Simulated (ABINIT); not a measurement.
# Calculated records

## CdTe (F-43m): a self-consistent loop beyond G0W0, cycle by cycle

The structure is cubic, space group F-43m (No. 216). Conventional cell: a = 6.480 Å, b = 6.480 Å, c = 6.480 Å, α = 90.00°, β = 90.00°, γ = 90.00°. Cd has 4 Te at 2.81 Å nearest. Te has 4 Cd at 2.81 Å nearest. Farther neighbours, and contacts between anions beyond the nearest, are not listed.

```xyz
2
Lattice="0.0000 3.2400 3.2400 3.2400 0.0000 3.2400 3.2400 3.2400 0.0000" Properties=species:S:1:pos:R:3 pbc="T T T"
Cd    0.0000    0.0000    0.0000
Te    1.6200    1.6200    1.6200
```

- method: RPA screening on PBE from quasiparticle energies and orbitals, plane waves, norm-conserving pseudopotentials (and 4 further levels or steps)
- program: ABINIT 10.8.3
- settings: cutoff 47 Ha, PseudoDojo scalar-relativistic 0.4 stringent, norm-conserving, ngkpt (4, 4, 4), nband 101, ecuteps 4 Ha, gwcalctyp 28, inclvkb 2, shiftk (0, 0, 0), symchi 1, awtr 1, frequency ppm, cycle 5, q points all but q = 0, 4×4×4 k-mesh
- cost: 16 runs, 39 min in all on 4 MPI ranks of Arm Neoverse V1, shared host
- notes: The cell and positions come from the Crystallography Open Database and are kept as given unless a step says otherwise. Limits: no spin-orbit coupling. Against experiment, by QSGW, cycle 5: the direct gap of 1.83 eV lies +0.51 eV from the measured 1.32 ± 0.02 eV (direct, 2020); the direct gap of 1.83 eV lies +0.24 eV from the measured 1.592 eV (exciton, 0 K, 2012); the direct gap of 1.83 eV lies +0.35 eV from the measured 1.48 ± 0.02 eV (direct, 2020). An exciton line or allowed optical edge lies below the quasiparticle gap by the binding energy; a forbidden edge can push the onset above it. These are gaps on the mesh, at modest bands and cutoff. The calculation has static nuclei and no excitons; a measured gap holds zero-point and thermal motion, which mostly lowers it. With atoms this heavy the missing spin-orbit coupling may be the largest error. The 4×4×4 mesh is coarse for this cell, which bears on the long-range parts of exchange and screening. For the PBE start: The RPA ε∞ on this mesh reaches over 25; with a narrow direct gap a coarse mesh can overstate it, and the correction is then too small.
- G0W0: 1.521 eV
- QSGW, cycle 1: 1.657 eV
- QSGW, cycle 2: 1.766 eV
- QSGW, cycle 3: 1.811 eV
- QSGW, cycle 4: 1.829 eV
- QSGW, cycle 5: 1.831 eV
- known limits: short of the basis limit; mesh may overstate the screening; no spin-orbit coupling; coarse k mesh

Only the bands that the input lists are updated; the higher empty ones keep the functional's energies. QSGW ends at 1.83 eV, +0.31 eV from G0W0, after 5 cycles that took 36 min beside the first screening; the last moved the gap by 0.002 eV.

[Long decimals in the printed logs are rounded to 6 places.]

[Logs are printed without paths, hosts, clocks, repeated set-up lines and the standing remarks that a program may print on its own settings, such as how far it seeks lower states.]

[Paths, hosts, dates, memory and timing lines, banners, echoed tables and standing remarks are left out of the program output; an Ansatz launch command may be rebuilt from the run's recorded settings. Measured values are a selection of at most five: reports struck by readers or far from the other reports are left out. None is set beside runs whose start may be inverted or whose files or cutoffs have a known fault.]

[Runs of the session that timed out or met a known fault of the program may be left out.]

[Hosts, paths, dates, database ids (printed as entryN), source tags and the programs' standing remarks are cut or masked in the printed files.]

[G0W0 gaps are taken among the corrected bands and points alone; a level outside them can change the order at an edge.]

[Where Ansatz stands beside ABINIT at settings called matched, ABINIT's density can come from a denser mesh and the files from another edition; pairs whose starting gaps differed by over 0.03 eV were left out, so agreement reads better than it is.]
